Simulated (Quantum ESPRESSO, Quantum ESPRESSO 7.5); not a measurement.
## Hf2CO2 MXene, 1 layer, stepped through biaxial strain

Wanted: a table for Hf2CO2 MXene, 1 layer against biaxial strain, and what can be fitted to it.

Main program and level: Quantum ESPRESSO 7.5; plane-wave DFT, PBE, GBRV ultrasoft pseudopotentials.

Report form: the programs' logs are mostly left out.

### 1. The starting structure

The cell holds 5 atoms: 2 O, 2 Hf and 1 C. Its edges and angles: a = 3.289 Å, b = 3.289 Å, c = 19.953 Å, α = 90.0°, β = 90.0°, γ = 120.0°. It derives from Hf2CO2. Vacuum lies along c.

As a file:

```cif
data_structure
_symmetry_space_group_name_H-M 'P 1'
_symmetry_Int_Tables_number 1
_cell_length_a 3.2890
_cell_length_b 3.2890
_cell_length_c 19.9529
_cell_angle_alpha 90.000
_cell_angle_beta 90.000
_cell_angle_gamma 120.000
_cell_volume 186.92
loop_
_atom_site_label
_atom_site_type_symbol
_atom_site_fract_x
_atom_site_fract_y
_atom_site_fract_z
_atom_site_occupancy
O1 O 0.33333 0.66667 0.37588 1
Hf2 Hf 0.66667 0.33333 0.43496 1
C3 C 0.00000 0.00000 0.50000 1
Hf4 Hf 0.33333 0.66667 0.56504 1
O5 O 0.66667 0.33333 0.62412 1
```

Set-up: Cell and atoms are first relaxed; each strained cell is then held and the atoms relax in it. A periodic run with 15 Å of vacuum in the starting cell gives the vacuum levels, and bands follow along a path.

Members -2, -1, 0, 1 and 2 took the same steps and show in the table alone.

### 2. Variable-cell relaxation of the reference

What the set-up leaves free in this member is relaxed.

File ref.relax.in:

```
&control
  prefix = 'ref.relax'
  outdir = './out'
  pseudo_dir = './pseudo'
  nstep = 80
  forc_conv_thr = 0.0004
  calculation = 'vc-relax'
  etot_conv_thr = 1e-06
/
&system
  ibrav = 0
  nat = 5
  ntyp = 3
  ecutwfc = 50
  ecutrho = 250
  occupations = 'smearing'
  smearing = 'fd'
  degauss = 0.004
/
&electrons
  conv_thr = 1e-09
  mixing_beta = 0.4
  electron_maxstep = 120
  mixing_mode = 'plain'
/
&ions
/
&cell
  cell_dofree = '2Dxy'
  press_conv_thr = 0.3
/
ATOMIC_SPECIES
  O   15.9990  o_pbe_v1.2.uspp.F.UPF
  Hf  178.4900  hf_pbe_v1.uspp.F.UPF
  C   12.0110  c_pbe_v1.2.uspp.F.UPF
CELL_PARAMETERS angstrom
  3.28900000000000 0.00000000000000 0.00000000000000
  -1.64450000000000 2.84835755304702 0.00000000000000
  0.00000000000000 0.00000000000000 19.95294679561928
ATOMIC_POSITIONS crystal
  O   0.333333333300 0.666666666700 0.375884328106
  Hf  0.666666666700 0.333333333300 0.434959392856
  C   0.000000000000 0.000000000000 0.500000000000
  Hf  0.333333333300 0.666666666700 0.565040607144
  O   0.666666666700 0.333333333300 0.624115671894
K_POINTS automatic
  12 12 1 0 0 0
```

Started as:

```
$ OMP_NUM_THREADS=1 mpirun -n 4 pw.x -nk 4 -in ref.relax.in > ref.relax.out
```

Elapsed: 5.7 min, on 4 MPI ranks of Arm Neoverse V1, shared host; peak memory 1.1 GiB; 23 min of CPU time.

The steps of the relaxation:

```
step  energy less that of the first step (eV)  largest force (eV/Å)  volume (Å³)
   1                                   0.0000                4.6573       186.92
   2                                  -0.8570                1.2331       184.76
   3                                  -0.9289                0.4677       183.34
   4                                  -0.9416                0.3887       183.22
   5                                  -0.9532                0.2726       183.26
   6                                  -0.9647                0.1329       183.53
   7                                  -0.9707                0.0563       184.18
   8                                  -0.9713                0.0445       184.46
   9                                  -0.9717                0.0192       184.78
  10                                  -0.9718                0.0005       184.99
  11                                  -0.9718                0.0002       185.00
  12                                  -0.9721                0.0020       185.00
```

| cell as run | before | after | change |
| --- | --- | --- | --- |
| a (Å) | 3.289 | 3.272 | -0.5 % |
| b (Å) | 3.289 | 3.272 | -0.5 % |

The atoms that moved most (Å, along periodic axes as changes of fractional coordinates times the final cell, across vacuum about the mean position):

| atom | dx | dy | dz | length |
| --- | --- | --- | --- | --- |
| O1 | 0.000 | 0.000 | 0.168 | 0.168 |
| O5 | 0.000 | 0.000 | -0.168 | 0.168 |
| Hf4 | 0.000 | 0.000 | 0.081 | 0.081 |
| Hf2 | 0.000 | 0.000 | -0.081 | 0.081 |

The relaxed structure:

```xyz
5
Lattice="3.2720 0.0000 0.0000 -1.6360 2.8336 0.0000 0.0000 0.0000 19.9529" Properties=species:S:1:pos:R:3
O     0.0000    1.8891    7.6684
Hf    1.6360    0.9445    8.5980
C     0.0000    0.0000    9.9765
Hf    0.0000    1.8891   11.3549
O     1.6360    0.9445   12.2846
```

 The last row is no step: it is a fresh SCF in the final cell with a new plane-wave basis, -0 meV from the row before.

This step gave:

| Quantity | Value |
| --- | --- |
| free energy | -5368.5054 eV |
| Fermi energy | 1.361 eV |

### 3. Relaxing the ions, -4 %

File m0.relax.in:

```
&control
  prefix = 'm0.relax'
  outdir = './out'
  pseudo_dir = './pseudo'
  nstep = 40
  forc_conv_thr = 0.0003
  calculation = 'relax'
  tstress = .true.
/
&system
  ibrav = 0
  nat = 5
  ntyp = 3
  ecutwfc = 50
  ecutrho = 250
  occupations = 'smearing'
  smearing = 'fd'
  degauss = 0.002
/
&electrons
  conv_thr = 1e-09
  mixing_beta = 0.4
  electron_maxstep = 120
  mixing_mode = 'plain'
/
&ions
/
ATOMIC_SPECIES
  O   15.9990  o_pbe_v1.2.uspp.F.UPF
  Hf  178.4900  hf_pbe_v1.uspp.F.UPF
  C   12.0110  c_pbe_v1.2.uspp.F.UPF
CELL_PARAMETERS angstrom
  3.14110491648000 0.00000000000000 0.00000000000000
  -1.57055245824000 2.72027665344000 0.00000000000000
  0.00000000000000 0.00000000000000 19.95294679600000
ATOMIC_POSITIONS crystal
  O   0.333333333300 0.666666666700 0.384322721400
  Hf  0.666666666700 0.333333333300 0.430915937300
  C   0.000000000000 0.000000000000 0.500000000000
  Hf  0.333333333300 0.666666666700 0.569084062700
  O   0.666666666700 0.333333333300 0.615677278600
K_POINTS automatic
  12 12 1 0 0 0
```

Started as:

```
$ OMP_NUM_THREADS=1 mpirun -n 4 pw.x -nk 4 -in m0.relax.in > m0.relax.out
```

The job ended after 3 min (4 MPI ranks; peak memory 0.98 GiB).

The steps of the relaxation:

```
step  energy less that of the first step (eV)  largest force (eV/Å)
   1                                   0.0000                1.1911
   2                                  -0.0477                0.5652
   3                                  -0.0693                0.4562
   4                                  -0.0862                0.3424
   5                                  -0.0915                0.0924
   6                                  -0.0917                0.0177
   7                                  -0.0917                0.0008
```

The atoms that moved most (Å):

```csv
atom,dx,dy,dz,length
O5,0.000,0.000,0.088,0.088
O1,0.000,0.000,-0.088,0.088
Hf4,0.000,0.000,0.019,0.019
Hf2,0.000,0.000,-0.019,0.019
```

Final coordinates:

```xyz
5
Lattice="3.1411 0.0000 0.0000 -1.5706 2.7203 0.0000 0.0000 0.0000 19.9529" Properties=species:S:1:pos:R:3
O     0.0000    1.8135    7.5806
Hf    1.5706    0.9068    8.5790
C     0.0000    0.0000    9.9765
Hf    0.0000    1.8135   11.3740
O     1.5706    0.9068   12.3724
```

The relaxation lowers the energy by 18 meV an atom.

This step gave:

```
free energy  : -5368.1484 eV
Fermi energy : 1.497 eV
```

### 4. Self-consistent run, -4 %

The self-consistent run of this member.

File m0.scf.in:

```
&control
  prefix = 'm0.scf'
  outdir = './out'
  pseudo_dir = './pseudo'
  calculation = 'scf'
  tprnfor = .true.
/
&system
  ibrav = 0
  nat = 5
  ntyp = 3
  ecutwfc = 40
  ecutrho = 200
  occupations = 'smearing'
  smearing = 'fd'
  degauss = 0.002
  nbnd = 24
/
&electrons
  conv_thr = 1e-09
  mixing_beta = 0.4
  electron_maxstep = 120
  mixing_mode = 'plain'
/
ATOMIC_SPECIES
  O   15.9990  o_pbe_v1.2.uspp.F.UPF
  Hf  178.4900  hf_pbe_v1.uspp.F.UPF
  C   12.0110  c_pbe_v1.2.uspp.F.UPF
CELL_PARAMETERS angstrom
  3.14110491648000 0.00000000000000 0.00000000000000
  -1.57055245824000 2.72027665344000 0.00000000000000
  0.00000000000000 0.00000000000000 19.95294679600000
ATOMIC_POSITIONS crystal
  O   0.333333333300 0.666666666700 0.379923666000
  Hf  0.666666666700 0.333333333300 0.429960992600
  C   0.000000000000 0.000000000000 0.500000000000
  Hf  0.333333333300 0.666666666700 0.570039007400
  O   0.666666666700 0.333333333300 0.620076334000
K_POINTS automatic
  12 12 1 0 0 0
```

Started as:

```
$ OMP_NUM_THREADS=1 mpirun -n 4 pw.x -nk 4 -in m0.scf.in > m0.scf.out
```

Wall time 21 s (4 MPI ranks); peak memory 0.7 GiB; 83 s of CPU time.

This step gave:

* free energy: -5368.1156 eV
* Fermi energy: 1.491 eV
* valence top, on the run's zero: 1.173 eV
* conduction bottom, on the run's zero: 1.823 eV
* gap by band count: 0.6499 eV

### 5. Electrostatic potential, -4 %

plot_num = 11 writes the bare and Hartree potential, from which vacuum levels or, in a crystal, the mean potential are read.

File m0.pot.in:

```
&inputpp
  prefix = 'm0.scf'
  outdir = './out'
  filplot = 'm0.pot.dat'
  plot_num = 11
/
```

Started as:

```
$ OMP_NUM_THREADS=1 mpirun -n 4 pp.x -in m0.pot.in > m0.pot.out
```

Wall time 1.1 s (4 MPI ranks); peak memory 0.13 GiB.

Read from the output:

* slope of the potential above: -8.74e-5 eV/Å
* upper vacuum line continued to the top atoms, over the valence top: 5.603 eV
* slope of the potential below: 2.62e-5 eV/Å
* lower vacuum line continued to the bottom atoms, over the valence top: 5.603 eV
* vacuum level at the upper face over the valence top of the mesh: 5.603 eV
* vacuum level at the lower face over the valence top of the mesh: 5.603 eV

Electrostatic potential energy of an electron; zero at the highest filled level of the SCF mesh. The potential energy, planar mean by z:

```csv
z (Å),"potential energy, planar mean (eV)"
0.0,5.60
0.5,5.60
1.0,5.60
1.5,5.60
2.0,5.60
2.5,5.60
3.0,5.60
3.5,5.60
4.0,5.60
4.5,5.60
5.0,5.60
5.5,5.58
6.0,5.51
6.5,5.05
7.0,2.19
7.5,-8.66
8.0,-9.87
8.5,-7.74
9.0,-7.58
9.5,-5.52
10.0,-8.02
10.5,-5.49
11.0,-7.68
11.5,-7.86
12.0,-10.2
12.5,-7.72
13.0,2.74
13.5,5.13
14.0,5.52
14.5,5.59
15.0,5.60
15.5,5.60
16.0,5.60
16.5,5.60
17.0,5.60
17.5,5.60
18.0,5.60
18.5,5.60
19.0,5.60
19.5,5.60
```

### 6. Band structure, -4 %

Bands along a path place the edges.

m0.bands.in is the input of step 4 with these lines changed:

```diff
@@ -1,7 +1,6 @@
 &control
-  prefix = 'm0.scf'
+  prefix = 'm0.bands'
   outdir = './out'
   pseudo_dir = './pseudo'
-  calculation = 'scf'
-  tprnfor = .true.
+  calculation = 'bands'
 /
@@ -16,6 +15,6 @@
   degauss = 0.002
-  nbnd = 24
+  nbnd = 26
 /
 &electrons
-  conv_thr = 1e-09
+  conv_thr = 1e-07
   mixing_beta = 0.4
@@ -38,3 +37,7 @@
   O   0.666666666700 0.333333333300 0.620076334000
-K_POINTS automatic
-  12 12 1 0 0 0
+K_POINTS crystal_b
+4
+  0.0000000000 0.0000000000 0.0000000000 12
+  0.5000000000 0.0000000000 0.0000000000 12
+  0.3333333333 0.3333333333 0.0000000000 12
+  0.0000000000 0.0000000000 0.0000000000 1
```

Started as:

```
$ cp -r out/m0.scf.save out/m0.bands.save
$ cp out/m0.scf.xml out/m0.bands.xml
$ OMP_NUM_THREADS=1 mpirun -n 4 pw.x -nk 4 -in m0.bands.in > m0.bands.out
```

It took 18 s on 4 MPI ranks; peak memory 0.35 GiB; 70 s of CPU time.

Read from the output:

```
gap by band count : 0.6500 eV
```

Band numbers count within the set of bands kept for display. The electronic bands at the labelled points (eV, zero at the highest filled level of the SCF mesh; v1 is the highest filled band, c1 the lowest empty one):

```
  point     v4     v3     v2     v1    c1    c2    c3    c4
      Γ  -4.71  -1.74   0.00   0.00  2.45  2.48  2.48  4.04
halfway  -4.17  -2.72  -1.53  -0.99  1.30  3.54  3.90  4.41
      M  -3.92  -3.47  -1.77  -1.02  0.65  3.22  5.43  5.69
halfway  -3.87  -3.30  -2.29  -1.98  1.83  3.61  4.57  5.18
      K  -3.97  -2.80  -2.80  -2.77  2.72  4.08  4.08  4.71
halfway  -4.06  -2.70  -1.86  -1.61  2.00  3.00  4.10  4.26
      Γ  -4.71  -1.74   0.00   0.00  2.45  2.48  2.48  4.04
```

Along this path the valence top lies at Γ and the conduction bottom at M.

### 7. Relaxation with pw.x, -3 %

File m1.relax.in:

```
&control
  prefix = 'm1.relax'
  outdir = './out'
  pseudo_dir = './pseudo'
  nstep = 40
  forc_conv_thr = 0.0003
  calculation = 'relax'
  tstress = .true.
/
&system
  ibrav = 0
  nat = 5
  ntyp = 3
  ecutwfc = 50
  ecutrho = 250
  occupations = 'smearing'
  smearing = 'fd'
  degauss = 0.002
/
&electrons
  conv_thr = 1e-09
  mixing_beta = 0.4
  electron_maxstep = 120
  mixing_mode = 'plain'
/
&ions
/
ATOMIC_SPECIES
  O   15.9990  o_pbe_v1.2.uspp.F.UPF
  Hf  178.4900  hf_pbe_v1.uspp.F.UPF
  C   12.0110  c_pbe_v1.2.uspp.F.UPF
CELL_PARAMETERS angstrom
  3.17382475936000 0.00000000000000 0.00000000000000
  -1.58691237968000 2.74861286858000 0.00000000000000
  0.00000000000000 0.00000000000000 19.95294679600000
ATOMIC_POSITIONS crystal
  O   0.333333333300 0.666666666700 0.384322721400
  Hf  0.666666666700 0.333333333300 0.430915937300
  C   0.000000000000 0.000000000000 0.500000000000
  Hf  0.333333333300 0.666666666700 0.569084062700
  O   0.666666666700 0.333333333300 0.615677278600
K_POINTS automatic
  12 12 1 0 0 0
```

Started as:

```
$ OMP_NUM_THREADS=1 mpirun -n 4 pw.x -nk 4 -in m1.relax.in > m1.relax.out
```

Wall time 3.1 min (4 MPI ranks); peak memory 1 GiB; 12 min of CPU time.

Step by step:

```csv
step,energy less that of the first step (eV),largest force (eV/Å)
1,0.0000,0.8484
2,-0.0248,0.4252
3,-0.0366,0.3324
4,-0.0456,0.2677
5,-0.0485,0.0828
6,-0.0487,0.0139
7,-0.0487,0.0008
```

The atoms that moved most (Å):

| atom | dx | dy | dz | length |
| --- | --- | --- | --- | --- |
| O5 | 0.000 | 0.000 | 0.065 | 0.065 |
| O1 | 0.000 | 0.000 | -0.065 | 0.065 |
| Hf4 | 0.000 | 0.000 | 0.014 | 0.014 |
| Hf2 | 0.000 | 0.000 | -0.014 | 0.014 |

The relaxed structure:

```cif
data_structure
_symmetry_space_group_name_H-M 'P 1'
_symmetry_Int_Tables_number 1
_cell_length_a 3.1738
_cell_length_b 3.1738
_cell_length_c 19.9529
_cell_angle_alpha 90.000
_cell_angle_beta 90.000
_cell_angle_gamma 120.000
_cell_volume 174.06
loop_
_atom_site_label
_atom_site_type_symbol
_atom_site_fract_x
_atom_site_fract_y
_atom_site_fract_z
_atom_site_occupancy
O1 O 0.33333 0.66667 0.38106 1
Hf2 Hf 0.66667 0.33333 0.43021 1
C3 C 0.00000 0.00000 0.50000 1
Hf4 Hf 0.33333 0.66667 0.56979 1
O5 O 0.66667 0.33333 0.61894 1
```

The relaxation lowers the energy by 10 meV an atom.

Numbers from this step:

- free energy: -5368.3082 eV
- Fermi energy: 1.468 eV

### 8. Self-consistent run, -3 %

File m1.scf.in:

```
&control
  prefix = 'm1.scf'
  outdir = './out'
  pseudo_dir = './pseudo'
  calculation = 'scf'
  tprnfor = .true.
/
&system
  ibrav = 0
  nat = 5
  ntyp = 3
  ecutwfc = 40
  ecutrho = 200
  occupations = 'smearing'
  smearing = 'fd'
  degauss = 0.002
  nbnd = 24
/
&electrons
  conv_thr = 1e-09
  mixing_beta = 0.4
  electron_maxstep = 120
  mixing_mode = 'plain'
/
ATOMIC_SPECIES
  O   15.9990  o_pbe_v1.2.uspp.F.UPF
  Hf  178.4900  hf_pbe_v1.uspp.F.UPF
  C   12.0110  c_pbe_v1.2.uspp.F.UPF
CELL_PARAMETERS angstrom
  3.17382475936000 0.00000000000000 0.00000000000000
  -1.58691237968000 2.74861286858000 0.00000000000000
  0.00000000000000 0.00000000000000 19.95294679600000
ATOMIC_POSITIONS crystal
  O   0.333333333300 0.666666666700 0.381060250600
  Hf  0.666666666700 0.333333333300 0.430214662000
  C   0.000000000000 0.000000000000 0.500000000000
  Hf  0.333333333300 0.666666666700 0.569785338000
  O   0.666666666700 0.333333333300 0.618939749400
K_POINTS automatic
  12 12 1 0 0 0
```

Started as:

```
$ OMP_NUM_THREADS=1 mpirun -n 4 pw.x -nk 4 -in m1.scf.in > m1.scf.out
```

The job ended after 21 s (4 MPI ranks; peak memory 0.51 GiB).

Read from the output:

- free energy: -5368.2748 eV
- Fermi energy: 1.463 eV
- valence top, on the run's zero: 1.090 eV
- conduction bottom, on the run's zero: 1.850 eV
- gap by band count: 0.7605 eV

### 9. Relaxing the ions, 3 %

File m7.relax.in:

```
&control
  prefix = 'm7.relax'
  outdir = './out'
  pseudo_dir = './pseudo'
  nstep = 40
  forc_conv_thr = 0.0003
  calculation = 'relax'
  tstress = .true.
/
&system
  ibrav = 0
  nat = 5
  ntyp = 3
  ecutwfc = 50
  ecutrho = 250
  occupations = 'smearing'
  smearing = 'fd'
  degauss = 0.002
/
&electrons
  conv_thr = 1e-09
  mixing_beta = 0.4
  electron_maxstep = 120
  mixing_mode = 'plain'
/
&ions
/
ATOMIC_SPECIES
  O   15.9990  o_pbe_v1.2.uspp.F.UPF
  Hf  178.4900  hf_pbe_v1.uspp.F.UPF
  C   12.0110  c_pbe_v1.2.uspp.F.UPF
CELL_PARAMETERS angstrom
  3.37014381664000 0.00000000000000 0.00000000000000
  -1.68507190832000 2.91863015942000 0.00000000000000
  0.00000000000000 0.00000000000000 19.95294679600000
ATOMIC_POSITIONS crystal
  O   0.333333333300 0.666666666700 0.384322721400
  Hf  0.666666666700 0.333333333300 0.430915937300
  C   0.000000000000 0.000000000000 0.500000000000
  Hf  0.333333333300 0.666666666700 0.569084062700
  O   0.666666666700 0.333333333300 0.615677278600
K_POINTS automatic
  12 12 1 0 0 0
```

Started as:

```
$ OMP_NUM_THREADS=1 mpirun -n 4 pw.x -nk 4 -in m7.relax.in > m7.relax.out
```

The job ended after 3.3 min (4 MPI ranks; peak memory 1.1 GiB).

The steps of the relaxation:

```csv
step,energy less that of the first step (eV),largest force (eV/Å)
1,0.0000,0.6241
2,-0.0147,0.3935
3,-0.0250,0.2780
4,-0.0302,0.2687
5,-0.0337,0.1036
6,-0.0340,0.0186
7,-0.0340,0.0011
```

The atoms that moved most (Å):

```csv
atom,dx,dy,dz,length
O1,0.000,0.000,0.061,0.061
O5,0.000,0.000,-0.061,0.061
Hf4,0.000,0.000,-0.013,0.013
Hf2,0.000,0.000,0.013,0.013
```

The relaxed structure:

```xyz
5
Lattice="3.3701 0.0000 0.0000 -1.6851 2.9186 0.0000 0.0000 0.0000 19.9529" Properties=species:S:1:pos:R:3
O     0.0000    1.9458    7.7289
Hf    1.6851    0.9729    8.6109
C     0.0000    0.0000    9.9765
Hf    0.0000    1.9458   11.3421
O     1.6851    0.9729   12.2240
```

The relaxation lowers the energy by 7 meV an atom.

Read from the output:

* free energy: -5368.3266 eV
* Fermi energy: 1.241 eV

[end of part 1 of 2]

[Logs are printed without paths, hosts, clocks, repeated set-up lines and the standing remarks that a program may print on its own settings, such as how far it seeks lower states.]

[Hosts, paths, dates, database ids (printed as entryN), source tags and the programs' standing remarks are cut or masked in the printed files.]

[Maps of the electrostatic potential energy from Ansatz leave out the sawtooth potential of an applied field or a dipole correction, so their vacuum need not be flat; planar profiles and work functions include it.]
